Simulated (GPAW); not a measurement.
# Ballistic transport through an Ir chain with a Pd atom on top of one atom, from relaxation to T(E), part 2 of 2

How well does an Ir chain with a Pd atom on top of one atom conduct once its atoms have relaxed, and how much do cheaper levels lose?

GPAW 26.7.0; GPAW LCAO, PAW setups; relaxation of the junction within the symmetry of its start, lead ends held (the session's first sound run).

So far, transmission at the Fermi level (one spin): step 3 (double-zeta polarised basis, PBE, GPAW) 2.94; step 4 (basis szp(dzp), PBE, GPAW) 3.07; step 5 (basis sz(dzp), PBE, GPAW) 3.10; step 6 (LDA) 3.00.

**7. The structure as built: geometry = "as built"**

Level of this step: GPAW LCAO, PAW setups; Landauer transmission from Green's functions with principal layers (ASE), zero bias (GPAW).

The dzp basis with PBE on the structure as first built shows what the relaxation was worth.

Contents of run.py:

```python
import json
import numpy as np
from ase import Atoms
from ase.transport.calculators import TransportCalculator
from gpaw import GPAW, FermiDirac
from gpaw.lcao.tools import get_lcao_hamiltonian
from scipy.linalg import eigh

# The junction with lead layers at both ends, along the third cell vector
device = Atoms(
    ['Ir', 'Ir', 'Ir', 'Ir', 'Ir', 'Ir', 'Ir', 'Ir', 'Ir', 'Pd', 'Ir', 'Ir', 'Ir', 'Ir', 'Ir', 'Ir', 'Ir', 'Ir'],
    positions=[
        [4.50000, 4.50000, 1.15000],
        [4.50000, 4.50000, 3.45000],
        [4.50000, 4.50000, 5.75000],
        [4.50000, 4.50000, 8.05000],
        [4.50000, 4.50000, 10.35000],
        [4.50000, 4.50000, 12.65000],
        [4.50000, 4.50000, 14.95000],
        [4.50000, 4.50000, 17.25000],
        [4.50000, 4.50000, 19.55000],
        [6.80000, 4.50000, 19.55000],
        [4.50000, 4.50000, 21.85000],
        [4.50000, 4.50000, 24.15000],
        [4.50000, 4.50000, 26.45000],
        [4.50000, 4.50000, 28.75000],
        [4.50000, 4.50000, 31.05000],
        [4.50000, 4.50000, 33.35000],
        [4.50000, 4.50000, 35.65000],
        [4.50000, 4.50000, 37.95000]],
    cell=[[9.0, 0.0, 0.0], [0.0, 9.0, 0.0], [0.0, 0.0, 39.1]],
    pbc=True)

# One principal layer of the lead: the first 5 atoms of the device
lead = Atoms(
    ['Ir', 'Ir', 'Ir', 'Ir', 'Ir'],
    positions=[
        [4.50000, 4.50000, 1.15000],
        [4.50000, 4.50000, 3.45000],
        [4.50000, 4.50000, 5.75000],
        [4.50000, 4.50000, 8.05000],
        [4.50000, 4.50000, 10.35000]],
    cell=[[9.0, 0.0, 0.0], [0.0, 9.0, 0.0], [0.0, 0.0, 11.5]],
    pbc=True)

settings = dict(mode='lcao', basis='dzp', xc='PBE', h=0.2,
                occupations=FermiDirac(0.1), maxiter=250,
                mixer=dict(beta=0.1, nmaxold=8, weight=100.0),
                convergence=dict(density=0.0001))
energies = np.arange(-2, 2 + 1e-9, 0.025)
eta = 0.0001
n1, n2 = 1, 1
# k and -k transmit alike, so half of the mesh across the current serves
mesh = [(i, j) for i in range(n1) for j in range(n2) if (i, j) <= (-i % n1, -j % n2)]
weights = np.array([1 if (i, j) == (-i % n1, -j % n2) else 2 for i, j in mesh]) / (n1 * n2)

# [... helper functions left out ...]
fermi_lead = ground_state(lead, (1, 1, 10), 'lead.txt')
fermi_device = ground_state(device, (1, 1, 2), 'device.txt')
# [... loop over the mesh left out, but for ...]
        # Shift the lead onto the potential of the device's first layer
        shift = ((H[:, 0, 0] - H0[:, 0, 0]) / S0[0, 0]).real.mean()
# [...]
kT = 8.617333e-5 * 300
bias = [0.1, 0.2, 0.5, 1.0, 1.5, 2.0]
# [... integrals and printing left out ...]
```

Started as:

```sh
OMP_NUM_THREADS=1 OPENBLAS_NUM_THREADS=1 python run.py
```

What it wrote:

```text
basis functions: device 486, principal layer 135
Fermi level: lead -3.8817 eV, device -3.7367 eV; lead shifted by 0.0028 eV
largest coupling past the next layer 1.48e-06 eV, largest misfit of the first layer 0.022 eV
  E-E_F (eV)   T (one spin)  channels
    -2.000    3.0474e+00    4.0000
    -1.975    3.0522e+00    4.0000
    -1.950    3.0542e+00    4.0000
[...]
1.975    9.7757e-01    1.0000
     2.000    9.8826e-01    1.0000
conductance at 300 K: 5.1652 G0 a cell; thermopower 9.273 uV/K
current from the zero-bias T(E) at 0.1 V: 39.6 uA
current from the zero-bias T(E) at 0.2 V: 76.997 uA
current from the zero-bias T(E) at 0.5 V: 183.4 uA
current from the zero-bias T(E) at 1.0 V: 358.39 uA
current from the zero-bias T(E) at 1.5 V: 523.21 uA
current from the zero-bias T(E) at 2.0 V: 664.18 uA
```

Run time: 4.2 min. Hardware: 1 thread of Arm Neoverse V2, shared host; peak memory 1.5 GiB.

This step gave:

* conductance: 5.165 G₀
* largest coupling past the next principal layer: 1.48e-6 eV
* largest misfit of the first principal layer: 0.02181 eV
* shift that aligns the lead: 0.002825 eV
* transmission at the Fermi level (one spin): 5.294
* open channels of the lead at the Fermi level (one spin): 6

The conductance, 5.17 G₀, lies 79 % above that of the dzp run.

**8. The ladder**

Times are for 1 thread of Arm Neoverse V2, shared host. The runs compared:

| no. | run | conductance (G₀) | time | memory (GiB) |
| --- | --- | --- | --- | --- |
| 1 | dzp | 2.886 | 4.3 min | 1.5 |
| 2 | szp | 3.003 | 2.3 min | 1.4 |
| 3 | sz | 3.040 | 1.7 min | 1.4 |
| 4 | dzp LDA | 2.944 | 3.8 min | 1.5 |
| 5 | asbuilt | 5.165 | 4.2 min | 1.5 |

**9. The levels side by side**

The curves are compared point by point over the common energies.

This step: comparison of transmission and cost over codes, levels and geometry (GPAW 26.7.0).

Ladder, by row:

| step | code | T at the Fermi level (sum over the listed spins) | conductance (G0) | r.m.s. T(E) from the first | wall time (s) | peak memory (GiB) | threads |
| --- | --- | --- | --- | --- | --- | --- | --- |
| dzp | GPAW | 2.939 | 2.886 | 0 | 255.9 | 1.5 | 1 |
| szp | GPAW | 3.065 | 3.003 | 0.2355 | 136.9 | 1.43 | 1 |
| sz | GPAW | 3.101 | 3.04 | 0.2453 | 100.9 | 1.38 | 1 |
| dzp-LDA | GPAW | 2.998 | 2.944 | 0.05334 | 225.4 | 1.5 | 1 |
| asbuilt | GPAW | 5.294 | 5.165 | 1.667 | 252.8 | 1.5 | 1 |

The transmission, zone mean, sum over the listed spins by energy, zero at the Fermi level:

| energy (eV) | dzp | szp | sz | dzp-LDA | asbuilt |
| --- | --- | --- | --- | --- | --- |
| -2.000 | 0.936 | 0.951 | 0.973 | 0.931 | 3.05 |
| -1.800 | 1.01 | 1.03 | 1.09 | 1.03 | 3.00 |
| -1.600 | 1.49 | 1.94 | 1.83 | 1.55 | 2.91 |
| -1.400 | 2.15 | 1.63 | 1.79 | 2.19 | 3.06 |
| -1.200 | 2.20 | 2.18 | 2.26 | 2.17 | 3.61 |
| -1.000 | 2.60 | 2.66 | 2.71 | 2.57 | 3.87 |
| -0.800 | 2.89 | 2.95 | 2.98 | 2.86 | 4.21 |
| -0.600 | 2.84 | 2.97 | 3.05 | 2.85 | 4.80 |
| -0.400 | 3.61 | 4.05 | 4.00 | 3.53 | 5.16 |
| -0.375 | 3.82 | 4.07 | 4.04 | 3.73 | 5.21 |
| -0.325 | 4.00 | 3.85 | 3.88 | 4.05 | 5.28 |
| -0.200 | 3.54 | 3.61 | 3.65 | 3.56 | 5.41 |
| 0.000 | 2.94 | 3.07 | 3.10 | 3.00 | 5.29 |
| 0.200 | 2.01 | 1.93 | 1.86 | 2.00 | 3.80 |
| 0.350 | 2.52 | 2.41 | 2.34 | 2.51 | 3.85 |
| 0.400 | 2.41 | 2.33 | 2.31 | 2.37 | 3.85 |
| 0.600 | 1.66 | 1.59 | 1.59 | 1.61 | 3.81 |
| 0.800 | 1.29 | 1.26 | 1.27 | 1.26 | 3.63 |
| 1.000 | 1.15 | 1.17 | 1.17 | 1.15 | 2.95 |
| 1.200 | 1.17 | 1.24 | 1.23 | 1.21 | 2.89 |
| 1.400 | 1.37 | 1.49 | 1.45 | 1.42 | 2.80 |
| 1.575 | 1.49 | 1.62 | 1.55 | 1.49 | 2.69 |
| 1.600 | 1.49 | 1.61 | 1.54 | 1.49 | 2.68 |
| 1.800 | 1.27 | 1.41 | 1.30 | 1.23 | 2.55 |
| 2.000 | 0.468 | 0.528 | 0.585 | 0.588 | 0.988 |

**10. A varied run**

One more run, with changed settings.

This step: GPAW LCAO, PAW setups; Landauer transmission from Green's functions with principal layers (ASE), zero bias (GPAW 26.7.0).

Edit run.py of step 7 so:

```diff
@@ -19,6 +19,6 @@
         [4.50000, 4.50000, 14.95000],
-        [4.50000, 4.50000, 17.25000],
-        [4.50000, 4.50000, 19.55000],
-        [6.80000, 4.50000, 19.55000],
-        [4.50000, 4.50000, 21.85000],
+        [5.23536, 4.50000, 17.29363],
+        [4.27871, 4.50000, 19.55000],
+        [6.80147, 4.50000, 19.55000],
+        [5.23536, 4.50000, 21.80637],
         [4.50000, 4.50000, 24.15000],
@@ -46,3 +46,3 @@
 settings = dict(mode='lcao', basis='dzp', xc='PBE', h=0.2,
-                occupations=FermiDirac(0.1), maxiter=250,
+                occupations=FermiDirac(0.1), maxiter=60,
                 mixer=dict(beta=0.1, nmaxold=8, weight=100.0),
@@ -57,3 +57,3 @@
 # [... helper functions left out ...]
-fermi_lead = ground_state(lead, (1, 1, 10), 'lead.txt')
+fermi_lead = ground_state(lead, (1, 1, 1), 'lead.txt')
 fermi_device = ground_state(device, (1, 1, 2), 'device.txt')
```

What it wrote:

```text
basis functions: device 486, principal layer 135
Fermi level: lead -3.8179 eV, device -3.7461 eV; lead shifted by -0.0307 eV
largest coupling past the next layer 1.48e-06 eV, largest misfit of the first layer 0.117 eV
  E-E_F (eV)   T (one spin)  channels
    -2.000    9.7967e-01    4.0000
    -1.975    9.7036e-01    4.0000
    -1.950    9.4950e-01    4.0000
    -1.925    9.3690e-01    4.0000
    -1.900    9.3221e-01    4.0000
    -1.875    9.4243e-01    4.0000
    -1.850    9.5942e-01    4.0000
    -1.825    9.8218e-01    4.0000
    -1.800    1.0088e+00    4.0000
    -1.775    1.0378e+00    4.0000
    -1.750    1.0688e+00    4.0000
    -1.725    1.1026e+00    4.0000
    -1.700    1.1420e+00    4.0000
    -1.675    1.1918e+00    4.0000
    -1.650    1.2590e+00    4.0000
    -1.625    1.3542e+00    4.0000
[...]
1.825    1.1458e+00    3.0000
     1.850    1.0894e+00    3.0000
     1.875    1.0243e+00    3.0000
     1.900    9.4551e-01    3.0000
     1.925    8.4253e-01    3.0000
     1.950    6.8443e-01    3.0000
     1.975    1.4898e-01    1.0000
     2.000    4.0282e-01    1.0000
conductance at 300 K: 2.8499 G0 a cell; thermopower 17.81 uV/K
current from the zero-bias T(E) at 0.1 V: 21.883 uA
current from the zero-bias T(E) at 0.2 V: 42.927 uA
current from the zero-bias T(E) at 0.5 V: 107.11 uA
current from the zero-bias T(E) at 1.0 V: 220.73 uA
current from the zero-bias T(E) at 1.5 V: 308 uA
current from the zero-bias T(E) at 2.0 V: 386.1 uA
```

The job ended after 4.2 min (1 thread; peak memory 1.5 GiB).

The run finished. A setting was moved off its sound value on purpose, so it serves as a test and not as the result.

The fault put into the input: one k-point along the lead (lead_nz = 1).

The two runs compared:

| quantity | this run | sound run | difference |
| --- | --- | --- | --- |
| conductance (G₀) | 2.8499 | 2.8865 | -0.0366 |
| largest coupling past the next principal layer (eV) | 1.481e-6 | 1.484e-6 | -3.3e-9 |
| largest misfit of the first principal layer (eV) | 0.11746 | 0.056295 | 0.0612 |
| shift that aligns the lead (eV) | -0.030678 | -0.0050165 | -0.0257 |
| transmission at the Fermi level (one spin) | 2.9285 | 2.9390 | -0.0105 |

One result that differs is the largest misfit of the first principal layer, 0.117 eV against 0.0563 eV.

**11. Summary of results**

```json
{
 "conductance": "2.89 G₀",
 "transmission at the Fermi level, mean of the spins": "2.94"
}
```

In words: In the dzp basis the junction conducts 2.89 G₀ at 300 K, with T = 2.94 a spin at the Fermi level; the sz basis reaches that conductance within 10 %. Relaxation moved atoms by up to 0.74 Å and took the conductance from 5.17 to 2.89 G₀, as a ratio a larger change than the step from dzp to the minimal basis. At the Fermi level the three most open eigenchannels pass 1.00, 0.93 and 0.62. Measured against the first run (dzp), the nearest curve is that of dzp-LDA (r.m.s. 0.053) and the farthest that of asbuilt (1.7). Over the compared runs wall time goes from 101 s (sz) to 256 s (dzp), on a shared host. The leads kept an estimated spacing and the cell its length, so the junction may be under some tension or compression. The geometry comes from the orbital basis, which tends to overbind, and kept the symmetry of the start, so a structure of lower symmetry may lie lower. The run had no spin polarisation, so a magnetic state, which chains and small molecules with open shells often have, wasn't tested. Spin-orbit coupling is left out, which matters for the heavy atoms here. An evenly spaced straight chain is an idealisation: free chains tend to dimerise, zigzag or, where a band edge lies near the Fermi level, turn magnetic. The currents use the zero-bias T(E) throughout, which holds only while the bias is small against the distance to the nearest feature. The thermopower isn't quoted: it samples T(E) farther from the Fermi level than the conductance does, and the energy grid wasn't tested for it.

[Logs are printed without paths, hosts, clocks, repeated set-up lines and the standing remarks that a program may print on its own settings, such as how far it seeks lower states.]

[Hosts, paths, dates, database ids (printed as entryN), source tags and the programs' standing remarks are cut or masked in the printed files.]
